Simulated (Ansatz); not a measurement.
# BaTi2V2O: relaxing a made-up structure

This structure for BaTi2V2O is made up. Its elements were placed in a known structure type with a cell scaled to their sizes. What cell does the guess relax to, and how far off was it?

Program: Ansatz 0.2.0. Level of theory: DFT, PBE, plane-wave PAW, files of the set soft_1, scalar-relativistic, ferromagnetic start, cell and ions relaxed at zero pressure; PAW set soft_1, in the first sound run; inputs show where later runs differ. Results are calculated unless marked as measured.

## Step 1: Set-up

It takes space group P4/mmm (No. 123, tetragonal). Conventional cell: a = 3.999 Å, b = 3.999 Å, c = 7.021 Å, α = 90.00°, β = 90.00°, γ = 90.00°. Nearest to Ba lie 8 V at 3.35 Å and 2 O at 3.51 Å. Nearest to V lie 4 Ti at 2.63 Å. Nearest to Ti lie 2 O at 2.00 Å. Nearest to O lie 4 Ti at 2.00 Å and 8 V at 3.30 Å and 2 Ba at 3.51 Å. Farther neighbours and most contacts between anions are not listed.

## Step 2: Relaxation of the guess

The guessed cell has no reason to be at equilibrium. It is relaxed with the atoms, within the space group of the guess.

Contents of input.yaml:

```yaml
crystal:
  lattice:
    - [3.999, 0.0, 0.0]
    - [0.0, 3.999, 0.0]
    - [0.0, 0.0, 7.021]
  atoms:
    - { symbol: Ba, position: [0.5, 0.5, 0.5] }
    - { symbol: V, position: [0.0, 0.0, 0.7565], spin: 2.0 }
    - { symbol: V, position: [0.0, 0.0, 0.2435], spin: 2.0 }
    - { symbol: Ti, position: [0.5, 0.0, 0.0], spin: 1.0 }
    - { symbol: Ti, position: [0.0, 0.5, 0.0], spin: 1.0 }
    - { symbol: O, position: [0.5, 0.5, 0.0] }
magnetization:
  spin_polarized: true
kpoints:
  mp_grid: { grid: [7, 7, 4] }
scf:
  occupations: { method: fermi_dirac, width: 0.05 }
hamiltonian:
  xc: pbe
  pseudopotentials: { kind: paw, azcp: { folder: soft_1 } }
relax:
  f_tol: 0.015
  max_steps: 70
  cell: {}
output:
  forces: true
  stress: true
```

Command:

```bash
ansatz run input.yaml --threads 4 --pin off --max-ram 10240MiB --backend cpu --events-out ev --progress --plain --runs-dir out
```

Numbers of over 12 decimals in the logs are rounded to 6 here.

What it wrote:

```text
Engine: ansatz 0.2.0, aarch64-unknown-linux-gnu
Pseudopotentials: kind: paw
Pseudopotential: Ba, paw, valence charge 10, recommended cutoff 420 eV (normal), soft_1/Ba.paw.azcp
Pseudopotential: V, paw, valence charge 13, recommended cutoff 420 eV (normal), soft_1/V.paw.azcp
Pseudopotential: Ti, paw, valence charge 12, recommended cutoff 420 eV (normal), soft_1/Ti.paw.azcp
Pseudopotential: O, paw, valence charge 6, recommended cutoff 420 eV (normal), soft_1/O.paw.azcp
Functional definition: PBE
  parameter kappa = 0.804
  parameter beta = 0.066725
  exchange = pbe_x(kappa = kappa, mu = beta*pi^2/3)
  correlation = pbe_c(beta = beta)
Crystal: 6 atoms, lattice volume = 112.280 Å³
Basis set: ecut = 420 eV, 2183 PW (Γ), exchange–correlation on 54×54×96 points (8 copies of the dense FFT grid, shifted against one another)
Bands: 44, of which v1, the nominal top of the filled ones, is band 33 counted from 1 (32 counted from 0)
Symmetry: 16 space group operations
Space group: P4/mmm (ITA 123), of the structure as read, at distance tolerance 4.8e-5 Å
Magnetic group: BNS 123.339 (UNI 999), of the structure as read, at distance tolerance 4.8e-5 Å
k-points: 30 of 196
Non-local potential: Ba, projectors of the file, l = 0: 3, l = 1: 2, l = 2: 2, l = 3: 2
Non-local potential: V, projectors of the file, l = 0: 3, l = 1: 2, l = 2: 3, l = 3: 1
Non-local potential: Ti, projectors of the file, l = 0: 3, l = 1: 2, l = 2: 3, l = 3: 1
Non-local potential: O, projectors of the file, l = 0: 2, l = 1: 2, l = 2: 1
PAW form: soft (Blöchl's): semilocal exchange-correlation on the pseudo side does not see the compensation charge
PAW one-centre angular grid: Ba, 194 points (default); XC on 64 Gauss nodes
PAW one-centre angular grid: V, 590 points (default); XC on 64 Gauss nodes
PAW one-centre angular grid: Ti, 590 points (default); XC on 64 Gauss nodes
PAW one-centre angular grid: O, 110 points (default); XC on 64 Gauss nodes
Initial density: superposition of atomic densities (chi_scale 0.1, normalization cell, long waves kept (reshape's long-wave potential 0.43 eV rms))
Starting moments: Σ|m| = 6 μB on 4 of 6 sites
Initial wavefunctions: pseudopotential atomic-orbital guess
Functional: x = pbe(κ = 0.804, μ = 0.219515), c = pbe(β = 0.066725)
SCF iter   1: F=—  HF=-17348.344946 eV  |F-HF|=—  |Δ(HF+E_count)|=         —  Δρ=9.00e-2 (↑9.00e-2 ↓7.36e-2)  dr2=9.20e1  dr2_m=5.39e-1  M=4.566 μB ∫|m|=5.029 μB  β_m=0.30  ethr=3.10e-3  ⟨swp⟩=9.4  Hψ=11820  notcnv=0
Mixer restart at iter 1: flushing history
preconditioner: auto → Kerker (q_TF=auto, 2.497 Å⁻¹)  [metal: Δε(μ)=0.013 eV  Ē_g=6.817 eV  σ=0.050 eV  W_gap=0.06  n_scr=36 (ndim 8)  ℏωp=19.8 eV  f_vac=0.000  D(μ)=6.86/eV (n_scr^D=66)]
spin=Collinear: Kerker preconditioning applied to the charge; magnetization (m = ρ↑ − ρ↓) channel mixes plain (no charge-response kernel on spin).
SCF iter   2: F=—  HF=-17341.795051 eV  |F-HF|=—  |Δ(HF+E_count)|=    6.55e0  Δρ=4.18e-2 (↑4.18e-2 ↓2.53e-2)  dr2=2.79e1  dr2_m=2.58e-1  M=4.928 μB ∫|m|=5.126 μB  β_m=0.40  ethr=3.10e-3  ⟨swp⟩=3.9  Hψ=6108  notcnv=0  defer=77
SCF iter   3: F=—  HF=-17339.102607 eV  |F-HF|=—  |Δ(HF+E_count)|=    2.69e0  Δρ=1.78e-2 (↑1.76e-2 ↓1.78e-2)  dr2=5.45e0  dr2_m=8.10e-2  M=5.033 μB ∫|m|=5.125 μB  β_m=0.44  ethr=3.10e-3  ⟨swp⟩=4.6  Hψ=5816  notcnv=0  defer=93
SCF iter   4: F=—  HF=-17339.189304 eV  |F-HF|=—  |Δ(HF+E_count)|=   8.67e-2  Δρ=1.56e-2 (↑1.04e-2 ↓1.56e-2)  dr2=7.75e-1  dr2_m=4.33e-2  M=5.149 μB ∫|m|=5.233 μB  β_m=0.72  ethr=3.10e-3  ⟨swp⟩=4.1  Hψ=5070  notcnv=0  defer=99
SCF iter   5: F=—  HF=-17339.756767 eV  |F-HF|=—  |Δ(HF+E_count)|=   5.67e-1  Δρ=7.30e-3 (↑7.30e-3 ↓5.37e-3)  dr2=1.61e-1  dr2_m=2.33e-2  M=5.158 μB ∫|m|=5.386 μB  β_m=0.82  ethr=1.17e-3  ⟨swp⟩=4.7  Hψ=6535  notcnv=0  defer=102
SCF iter   6: F=—  HF=-17339.785365 eV  |F-HF|=—  |Δ(HF+E_count)|=         —  Δρ=6.89e-3 (↑3.73e-3 ↓6.89e-3)  dr2=4.12e-2  dr2_m=2.52e-2  M=5.214 μB ∫|m|=5.655 μB  β_m=0.82  ethr=2.45e-4  ⟨swp⟩=4.0  Hψ=5523  notcnv=0  defer=101
Mixer restart at iter 6: flushing history
SCF iter   7: F=—  HF=-17339.785544 eV  |F-HF|=—  |Δ(HF+E_count)|=   1.78e-4  Δρ=6.11e-3 (↑6.11e-3 ↓2.49e-3)  dr2=3.06e-2  dr2_m=1.69e-2  M=5.307 μB ∫|m|=5.850 μB  β_m=0.91  ethr=6.24e-5  ⟨swp⟩=3.5  Hψ=5273  notcnv=0  defer=101
SCF iter   8: F=—  HF=-17339.784390 eV  |F-HF|=—  |Δ(HF+E_count)|=   1.15e-3  Δρ=2.12e-3 (↑2.12e-3 ↓1.65e-3)  dr2=1.14e-2  dr2_m=7.74e-4  M=5.296 μB ∫|m|=5.863 μB  β_m=0.83  ethr=4.63e-5  ⟨swp⟩=3.5  Hψ=5575  notcnv=0  defer=104
SCF iter   9: F=—  HF=-17339.786257 eV  |F-HF|=—  |Δ(HF+E_count)|=   1.87e-3  Δρ=3.08e-4 (↑3.06e-4 ↓3.08e-4)  dr2=3.21e-4  dr2_m=3.53e-5  M=5.344 μB ∫|m|=5.952 μB  β_m=0.92  ethr=1.73e-5  ⟨swp⟩=2.1  Hψ=5073  notcnv=0  defer=105
SCF iter  10: F=—  HF=-17339.786472 eV  |F-HF|=—  |Δ(HF+E_count)|=   2.15e-4  Δρ=3.07e-4 (↑3.07e-4 ↓1.27e-4)  dr2=1.62e-4  dr2_m=2.01e-5  M=5.351 μB ∫|m|=5.963 μB  β_m=0.89  ethr=4.87e-7  ⟨swp⟩=2.2  Hψ=3938  notcnv=0  defer=105
SCF iter  11: F=—  HF=-17339.786531 eV  |F-HF|=—  |Δ(HF+E_count)|=   5.82e-5  Δρ=5.09e-5 (↑5.04e-5 ↓5.09e-5)  dr2=1.37e-5  dr2_m=1.09e-6  M=5.359 μB ∫|m|=5.972 μB  β_m=0.95  ethr=2.46e-7  ⟨swp⟩=2.1  Hψ=3677  notcnv=0  defer=103
SCF iter  12: F=—  HF=-17339.786523 eV  |F-HF|=—  |Δ(HF+E_count)|=   7.62e-6  Δρ=5.60e-5 (↑5.60e-5 ↓3.38e-5)  dr2=7.16e-6  dr2_m=8.91e-7  M=5.362 μB ∫|m|=5.976 μB  β_m=0.97  ethr=2.08e-8  ⟨swp⟩=2.0  Hψ=4268  notcnv=0  defer=103
SCF iter  13: F=—  HF=-17339.786527 eV  |F-HF|=—  |Δ(HF+E_count)|=   3.56e-6  Δρ=3.32e-5 (↑3.32e-5 ↓1.98e-5)  dr2=2.38e-6  dr2_m=3.34e-7  M=5.364 μB ∫|m|=5.977 μB  β_m=0.96  ethr=1.09e-8  ⟨swp⟩=2.0  Hψ=3610  notcnv=0  defer=103
SCF iter  14: F=—  HF=-17339.786527 eV  |F-HF|=—  |Δ(HF+E_count)|=   6.35e-7  Δρ=7.76e-6 (↑5.28e-6 ↓7.76e-6)  dr2=2.73e-7  dr2_m=2.24e-8  M=5.364 μB ∫|m|=5.977 μB  β_m=0.98  ethr=3.61e-9  ⟨swp⟩=2.9  Hψ=4761  notcnv=0  defer=103
SCF iter  15: F=—  HF=-17339.786527 eV  |F-HF|=—  |Δ(HF+E_count)|=   1.48e-7  Δρ=6.43e-6 (↑6.43e-6 ↓3.88e-6)  dr2=2.01e-7  dr2_m=5.92e-9  M=5.365 μB ∫|m|=5.978 μB  β_m=0.99  ethr=4.14e-10  ⟨swp⟩=2.0  Hψ=3405  notcnv=0  defer=103
SCF iter  16: F=—  HF=-17339.786527 eV  |F-HF|=—  |Δ(HF+E_count)|=   3.26e-8  Δρ=1.31e-6 (↑1.31e-6 ↓1.29e-6)  dr2=3.64e-9  dr2_m=1.17e-9  M=5.365 μB ∫|m|=5.978 μB  β_m=0.99  ethr=3.04e-10  ⟨swp⟩=2.0  Hψ=3212  notcnv=0  defer=103
SCF iter  17: F=-17339.786527 eV  HF=-17339.786527 eV  |F-HF|=9.40e-9  |Δ(HF+E_count)|=   4.93e-9  Δρ=2.35e-6 (↑2.35e-6 ↓5.36e-7)  dr2=1.05e-8  dr2_m=1.20e-9  M=5.365 μB ∫|m|=5.978 μB  ethr=5.51e-12  ⟨swp⟩=1.0  Hψ=7928  notcnv=0
[...]
relax step   5: F+E_penalty+E_count = -17340.24926635 eV  Δ(F+E_penalty+E_count) = -4.322e-3 eV  max|allowed force component| = 8.095e-3 eV/Å  Δτ_max = 0.0400 Å  P = -0.227 GPa  Ω = 113.122 Å³  energy of the carried Pulay correction = -5.780e-4 eV  (9 SCF iters, dr2 threshold 6.00e-7 eV, accepted)
[...]
relax step   6: F+E_penalty+E_count = -17340.24981658 eV  Δ(F+E_penalty+E_count) = -5.502e-4 eV  max|allowed force component| = 6.302e-3 eV/Å  Δτ_max = 0.0001 Å  P = +0.108 GPa  Ω = 112.682 Å³  energy of the carried Pulay correction = -2.764e-4 eV  (8 SCF iters, dr2 threshold 2.10e-7 eV, accepted)
[...]
relax step   7: F+E_penalty+E_count = -17340.24976604 eV  Δ(F+E_penalty+E_count) = +5.054e-5 eV  max|allowed force component| = 3.390e-4 eV/Å  Δτ_max = 0.0004 Å  P = +0.000 GPa  Ω = 112.836 Å³  energy of the carried Pulay correction = -3.822e-4 eV  (8 SCF iters, dr2 threshold 3.85e-8 eV, accepted)
[...]
relax step   8: F+E_penalty+E_count = -17340.25944814 eV  Δ(F+E_penalty+E_count) = -9.682e-3 eV  max|allowed force component| = 7.310e-4 eV/Å  Δτ_max = 0.0000 Å  P = +0.118 GPa  Ω = 112.836 Å³  stress off target by 2.02e-1 GPa  SCF on the basis re-selected at this cell (its energy is not comparable with the rows above)  (15 SCF iters)
[...]
relax step   9: F+E_penalty+E_count = -17340.25969303 eV  Δ(F+E_penalty+E_count) = -2.449e-4 eV  max|allowed force component| = 7.197e-4 eV/Å  Δτ_max = 0.0015 Å  P = +0.010 GPa  Ω = 112.896 Å³  energy of the carried Pulay correction = -7.128e-5 eV  (9 SCF iters, dr2 threshold 1.02e-7 eV, accepted)
iter 1 solved again at ethr=4.30e-7 eV; its pass at ethr=3.10e-3 eV (dr2=2.84e-4 eV) is discarded
SCF iter   1: F=—  HF=-17340.259728 eV  |F-HF|=—  |Δ(HF+E_count)|=         —  Δρ=1.51e-5 (↑1.51e-5 ↓1.38e-5)  dr2=3.34e-8  dr2_m=1.52e-9  M=4.918 μB ∫|m|=5.635 μB  β_m=0.65  ethr=4.30e-7  ⟨swp⟩=3.0  Hψ=15730  notcnv=0
eigensolver tolerance schedule: the retry pair's looser diagonalisation over-reported the residual by 8493.65 of it (diagonalisation noise at an unbounded share of the residual, at the tolerance the schedule requests for it); recorded, not acted on — ethr = c·dr2/N_el stays at c = 1.0e-1
preconditioner: auto → Kerker (q_TF=auto, 1.991 Å⁻¹)  [metal: Δε(μ)=0.008 eV  Ē_g=6.797 eV  σ=0.050 eV  W_gap=0.04  n_scr=14 (ndim 8)  ℏωp=19.8 eV  f_vac=0.000  D(μ)=5.92/eV (n_scr^D=50)]
spin=Collinear: Kerker preconditioning applied to the charge; magnetization (m = ρ↑ − ρ↓) channel mixes plain (no charge-response kernel on spin).
SCF iter   2: F=—  HF=-17340.259734 eV  |F-HF|=—  |Δ(HF+E_count)|=   6.18e-6  Δρ=5.36e-6 (↑5.36e-6 ↓4.90e-6)  dr2=4.37e-9  dr2_m=1.12e-10  M=4.918 μB ∫|m|=5.635 μB  β_m=0.62  ethr=5.07e-11  ⟨swp⟩=2.8  Hψ=4884  notcnv=0
SCF iter   3: F=—  HF=-17340.259734 eV  |F-HF|=—  |Δ(HF+E_count)|=   6.13e-7  Δρ=8.14e-7 (↑8.14e-7 ↓7.37e-7)  dr2=7.02e-10  dr2_m=2.34e-11  M=4.918 μB ∫|m|=5.635 μB  β_m=0.62  ethr=6.62e-12  ⟨swp⟩=2.0  Hψ=3613  notcnv=0
SCF iter   4: F=—  HF=-17340.259734 eV  |F-HF|=—  |Δ(HF+E_count)|=   1.12e-8  Δρ=1.97e-7 (↑1.97e-7 ↓1.92e-7)  dr2=2.50e-10  dr2_m=9.66e-12  M=4.918 μB ∫|m|=5.635 μB  β_m=0.81  ethr=1.06e-12  ⟨swp⟩=2.0  Hψ=3619  notcnv=0
SCF iter   5: F=—  HF=-17340.259734 eV  |F-HF|=—  |Δ(HF+E_count)|=  4.26e-10  Δρ=1.62e-7 (↑1.62e-7 ↓1.11e-7)  dr2=7.79e-11  dr2_m=1.15e-11  M=4.918 μB ∫|m|=5.635 μB  β_m=0.91  ethr=1.00e-12  ⟨swp⟩=2.0  Hψ=3327  notcnv=0
SCF iter   6: F=—  HF=-17340.259734 eV  |F-HF|=—  |Δ(HF+E_count)|=  4.37e-11  Δρ=9.46e-8 (↑9.46e-8 ↓5.63e-8)  dr2=1.06e-11  dr2_m=4.64e-12  M=4.918 μB ∫|m|=5.635 μB  β_m=0.95  ethr=1.00e-12  ⟨swp⟩=2.0  Hψ=3130  notcnv=0
SCF iter   7: F=—  HF=-17340.259734 eV  |F-HF|=—  |Δ(HF+E_count)|=  1.09e-11  Δρ=1.21e-7 (↑1.21e-7 ↓6.55e-8)  dr2=6.10e-11  dr2_m=1.81e-12  M=4.918 μB ∫|m|=5.635 μB  β_m=0.88  ethr=1.00e-12  ⟨swp⟩=1.0  Hψ=2640  notcnv=0
SCF iter   8: F=-17340.259734 eV  HF=-17340.259734 eV  |F-HF|=3.64e-12  |Δ(HF+E_count)|=  7.28e-12  Δρ=2.09e-8 (↑2.09e-8 ↓1.04e-8)  dr2=8.07e-13  dr2_m=1.23e-13  M=4.918 μB ∫|m|=5.635 μB  ethr=1.00e-12  ⟨swp⟩=2.0  Hψ=6442  notcnv=0
the starting moments were not kept: 2 of 4 ended reversed and 2 kept their direction, counting a site from 0.1 μB. The largest reversed, site 4 (counted from 0, in the order of the report's site_moments_mub), started with +1.0 μB and closes at -1.2e-1 μB in its sphere.
SCF 10 converged in 8 iterations: F = -17340.259734 eV  dr2 = 8.07e-13
relax step  10: F+E_penalty+E_count = -17340.25973437 eV  Δ(F+E_penalty+E_count) = -4.134e-5 eV  max|allowed force component| = 6.672e-4 eV/Å  Δτ_max = 0.0000 Å  P = +0.010 GPa  Ω = 112.896 Å³  stress off target by 1.44e-2 GPa  SCF on the basis re-selected at this cell (its energy is not comparable with the rows above)  (8 SCF iters)
basis re-selected at this cell: Δ(F+E_penalty+E_count) = -4.134e-5 eV, ΔP = +0.000 GPa vs the last step (what re-selecting the basis moved, of the pressure what is left beyond the Pulay correction that the steps carried, after the strain that the cell walked since its last selection, with what the two solves' SCF thresholds leave and, on support functions, any second-order correction that the steps lacked; it is no m [...]
SCF converged after 8 iterations
Magnetization: 4.9179 μB (35.4590 up, 30.5410 down)
Absolute magnetization: 5.6557 μB (∫|ρ↑−ρ↓|, with the PAW one-centre terms)
Spin contamination: 0.3534 ħ² per cell (⟨S²⟩ above its minimum at these occupations)
Per-site moments (μB) at R_I (Å): [(0.085969, 1.282739), (1.974530, 1.107727), (1.974530, 1.107727), (-0.119722, 0.878742), (-0.119722, 0.878742), (0.083702, 0.878742)]
Free energy (F): -17340.259734 eV
Harris-Foulkes:  -17340.259734 eV  (|F-HF|=3.64e-12)
Internal energy: -17340.211999 eV  (E = F + TS)
E sigma→0 (E₀):  -17340.235867 eV
Entropy (-TS):   -0.047736 eV (-7.956 meV/atom)
Fermi energy:    11.949402 eV
--- Per-component energies (eV) ---
  E_band       = -756.482406
  E_kinetic    = 1482.171356
  E_local      = -5828.637528  (includes V_loc(G=0)·N_el)
  E_nonlocal   = 438.729407
  E_hartree    = 2406.123341
  E_xc         = -729.842620
  E_vxc        = -798.507188  (∫ρ·V_xc dr)
  E_paw        = -9697.051584  (= ΣΔE_a)
  E_vpaw       = -862.487898  (= ΣTr[D̂ρ^β])
  E_aug_tail   = 0.002761  (compensation charges beyond the density's cutoff)
  E_ewald      = -5411.707132
  E_smearing   = -0.047736  (= −TS)
  E_closure    = -0.000000  (closes the sum)
  Σ components = -17340.259734   (vs F -17340.259734, Δ=0.00e0)
--- Forces (eV/Å), atoms counted from 1 ---
  atom   1  Ba     0.00000000     0.00000000     0.00000000
  atom   2  V     -0.00000000     0.00000000    -0.00066724
  atom   3  V      0.00000000     0.00000000     0.00066724
  atom   4  Ti     0.00000000     0.00000000     0.00000000
  atom   5  Ti     0.00000000     0.00000000    -0.00000000
  atom   6  O     -0.00000000     0.00000000     0.00000000
  max |Σ_I F_I| component: 1.08e-19 eV/Å
--- Stress (GPa, compression-positive) ---
        0.014383      -0.000000      -0.000000
       -0.000000       0.014383      -0.000000
       -0.000000      -0.000000       0.002656
  P = ⅓ Tr σ = 0.0105 GPa (0.105 kbar)
--- Relaxed structure (8 steps of the walk, 8 accepted, 2 SCFs on fresh bases) ---
  F+E_penalty+E_count = -17340.25973437 eV   max|allowed force component| = 6.672e-4 eV/Å   (the final SCF, on the basis selected at the relaxed cell)
  cell:  # Å, volume = 112.8963 Å³
    - [4.260570, 0, 0.0]
    - [0, 4.260570, 0.0]
    - [0.0, 0.0, 6.219341]
  atoms:
    - { symbol: Ba, position: [0.5, 0.5, 0.500000] }
    - { symbol: V, position: [0, 0, 0.737109] }
    - { symbol: V, position: [0, 0, 0.262891] }
    - { symbol: Ti, position: [0.5, 0, -3.2943521359289887e-19] }
    - { symbol: Ti, position: [0, 0.5, -3.2943521359289887e-19] }
    - { symbol: O, position: [0.5, 0.5, -3.2943521359289887e-19] }
```

It took 64 s on 4 threads of Arm Neoverse V1, shared host; peak memory 0.65 GiB; 4.1 min of CPU time.

Step by step:

```csv
step,energy less that of the first step (eV),largest force component (eV/Å),pressure (GPa),volume (Å³)
1,0.0000,0.5886,7.21,112.28
2,-0.3165,0.1383,1.80,115.74
3,-0.4313,0.0959,0.01,114.46
4,-0.4584,0.1500,-0.06,112.36
5,-0.4627,0.0081,-0.23,113.12
6,-0.4633,0.0063,0.11,112.68
7,-0.4632,0.0003,0.00,112.84
8*,-0.4729,0.0007,0.12,112.84
9,-0.4732,0.0007,0.01,112.90
10*,-0.4732,0.0007,0.01,112.90
```

Relaxation steps marked * repeat the geometry before them on a plane-wave basis chosen anew for their cell, so energy and pressure can jump there.

The run keeps the 16 symmetry operations that it works with, so distortions that break them were not tested.

```csv
"conventional cell, symmetrised",before,after,change
a (Å),3.999,4.261,+6.5 %
b (Å),3.999,4.261,+6.5 %
c (Å),7.021,6.219,-11.4 %
volume (Å³/atom),18.71,18.82,+0.5 %
```

The atoms that moved most (Å, as changes of fractional coordinates times the final cell):

```csv
atom,dx,dy,dz,length
V2,0.000,0.000,-0.121,0.121
V3,0.000,0.000,0.121,0.121
```

The relaxed structure:

```xyz
6
Lattice="4.2606 0.0000 0.0000 0.0000 4.2606 0.0000 0.0000 0.0000 6.2193" Properties=species:S:1:pos:R:3 pbc="T T T"
Ba    2.1303    2.1303    3.1097
V     0.0000    0.0000    4.5843
V     0.0000    0.0000    1.6350
Ti    2.1303    0.0000    0.0000
Ti    0.0000    2.1303    0.0000
O     2.1303    2.1303    0.0000
```

This step gave:

```yaml
free_energy: -17340.2597 eV
energy_at_zero_smearing: -17340.2359 eV
smearing_term_ts: 0.04774 eV
fermi_energy: 11.95 eV
magnetization: 4.918 μB
absolute_magnetization: 5.656 μB
site_moments: 0.08597, 1.975, 1.975, -0.1197, -0.1197, 0.08370 μB
electrons: 66
symmetry_operations: 16
pressure: 0.01047 GPa
```

Site moment by atom:

```csv
atom,site moment (μB)
Ba1,0.09
V2,1.97
V3,1.97
Ti4,-0.12
Ti5,-0.12
O6,0.08
```

The shortest distance of each pair, which need not be the same contact before and after:

```csv
pair,guess (Å),relaxed (Å)
O–Ti,2.000,2.130
Ti–V,2.631,2.685
V–V,3.419,2.949
Ti–Ti,2.828,3.013
Ba–O,3.510,3.110
```

The relaxation ends with a largest force component of 6.7e-4 eV/Å and a pressure of 0.01 GPa.

(Part 1 of 2 ends here.)

[Logs are printed without paths, hosts, clocks, repeated set-up lines and the standing remarks that a program may print on its own settings, such as how far it seeks lower states.]

[Hosts, paths, dates, database ids (printed as entryN), source tags and the programs' standing remarks are cut or masked in the printed files.]
